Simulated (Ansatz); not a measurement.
# Squeezing and shearing random rock-salt alloy of HfC and HfN (512 atoms): runs compared

How stiff is random rock-salt alloy of HfC and HfN (512 atoms)?

Computed with Ansatz 0.2.0: Kohn-Sham DFT, PBE, PAW (set soft_2), plane waves.

**1. The cell**

The cell holds 512 atoms: 256 Hf, 224 N and 32 C. Its edges and angles: a = 18.158 Å, b = 18.158 Å, c = 18.158 Å, α = 90.0°, β = 90.0°, γ = 90.0°. It derives from HfC and HfN (rock-salt), repeated 4×4×4. Rock-salt HfC, 4 x 4 x 4 conventional cells, 224 of 256 C sites given to N at random (x = 0.875), lattice by Vegard's rule (a = 4.539 Å); not relaxed, displaced by a Gaussian of 0.02 Å.

What the set-up can't give: Only the Γ point is sampled. The levels lack spin–orbit coupling, which is large for the heavy elements here.

**2. The reference run**

The reference is a single point at the end of the relaxation.

Every strained cell starts from the geometry of this run, and its atoms are relaxed with the cell held.

Its input, with most atom lines left out:

```yaml
crystal:
  lattice:
    - [18.24675, -0.00111, 0.00564]
    - [-0.00111, 18.25062, 0.00027]
    - [0.00564, 0.00027, 18.25275]
  atoms:
    - { symbol: Hf, position: [0.0005, 0.00016, 0.99998] }
    - { symbol: "N", position: [0.12521, 0.00034, 0.00024] }
    - { symbol: Hf, position: [0.99995, 0.12485, 0.12551] }
    - { symbol: "N", position: [0.12526, 0.1244, 0.12467] }
    - { symbol: Hf, position: [0.1252, 0.99929, 0.12493] }
    - { symbol: "N", position: [4.0e-05, 0.9998, 0.12501] }
    - { symbol: Hf, position: [0.12431, 0.12454, 0.00083] }
    [... atom lines 8 to 512 left out ...]
kpoints:
  mp_grid: { grid: [1, 1, 1] }
hamiltonian:
  xc: pbe
scf:
  occupations: { method: gaussian, width: 0.025 }
output:
  forces: true
  stress: true
  populations: intrinsic
  dos:
    method: { smearing: { sigma: 0.08 } }
    de: 0.1
    projected: { site_lists: { C: [C], Hf: [Hf], "N": ["N"] } }
  eigenvalues: true
  write_density: true
  write_potential: true
  volumetric_format: npy
```

```
free energy per atom   : -8045.9616 eV/atom
r.m.s. force component : 0.00212 eV/Å
pressure               : -0.03852 GPa
```

Counting bands leaves a spacing of only 0.052 eV (at Γ alone), which the smearing bridges: 3 levels are partly filled by over 2 %, so a gap, if any, is small at this level.

**3. The runs**

Each row is one run, on 1 × NVIDIA GB200 with 32 threads of Arm Neoverse V2, shared host. The free energy is the program's total, comparable only between runs with the same functional and atoms.

```csv
run,atoms,outcome,relaxation steps,free energy (eV),time,host memory (GiB),planned on the GPU (GiB)
Single point at the start,512,converged,-,-4119525.342,13 s,2.1,51
Cell and atoms relaxed,512,converged,9,-4119532.314,2.5 min,2.2,-
Single point at the relaxed geometry,512,converged,-,-4119532.314,29 s,7.1,54
Volume -3 %,512,converged,3,-4119527.696,41 s,4.5,53
Volume +3 %,512,converged,3,-4119528.067,65 s,4.8,-
Volume -6 %,512,converged,3,-4119512.659,35 s,4.4,51
Volume +6 %,512,converged,3,-4119516.275,52 s,4.5,-
Volume -10 %,512,converged,3,-4119473.388,37 s,4.3,50
Stretched by 1 % along x,512,converged,2,-4119531.247,30 s,4.5,55
Compressed by 1 % along x,512,converged,3,-4119531.163,40 s,4.4,54
Sheared by 2 % in xy,512,converged,3,-4119531.368,43 s,4.5,-
```

In some runs the program notes that the band table was not solved further than the SCF left it and the SCF threshold is loose for the stress.

**4. Pressure against volume**

Atoms are relaxed at each volume, in the scaled cell.

```csv
volume change (%),volume (Å³/atom),energy change (meV/atom),pressure (GPa),largest move on relaxing (Å),bonds
-10,10.685,115.09,34.10,0.02,1536
-6,11.160,38.39,18.25,0.01,1536
-3,11.516,9.02,8.38,0.01,1536
+0,11.872,0.00,-0.04,-,1536
+3,12.228,8.29,-7.22,0.01,1536
+6,12.584,31.33,-13.37,0.01,1536
```

**5. Uniaxial strain and shear**

Stress (GPa, compression positive) less that of the relaxed cell, atoms relaxed:

```csv
strain,xx,yy,zz,xy,energy change (meV/atom)
stretched by 1 % along x,-5.371,-1.003,-1.027,0.005,2.08
compressed by 1 % along x,6.201,0.971,0.983,0.007,2.25
sheared by 2 % in xy,0.162,0.068,-0.184,-2.585,1.85
```

**6. Outcome**

The bulk modulus, from the slope of pressure against ln V over the three points nearest the relaxed volume, is 260 GPa; a quadratic over all points gives a pressure derivative of about 4.6. In the Cartesian axes of the cell, finite differences give C11 = 579, C12 = 98.7, C13 = 100 and C66 = 129 GPa (the shear of 2 % is the engineering strain, εxy = 0.01). The mean of C11, C12 and C13, which equals the bulk modulus in a cubic or isotropic solid, is 259 GPa: it agrees with the bulk modulus within 10 %.

**Limits.** Strains are finite and relaxations stop at the force tolerance of the input, which can leave moduli too stiff; they are those of a static cell at zero temperature. Volumes are changed with the cell's shape held, so in an anisotropic solid the modulus lies over the one under free hydrostatic load. The program notes that the SCF threshold of the relaxations is loose for the stress. The host structure and its lattice constant were typed by rule, without a check against the phase diagram.

The DFT runs together took 8.9 min of wall time.

[Long decimals in the printed logs are rounded to 6 places.]

[Logs are printed without paths, hosts, clocks, repeated set-up lines and the standing remarks that a program may print on its own settings, such as how far it seeks lower states.]

[Hosts, paths, dates, database ids (printed as entryN), source tags and the programs' standing remarks are cut or masked in the printed files.]
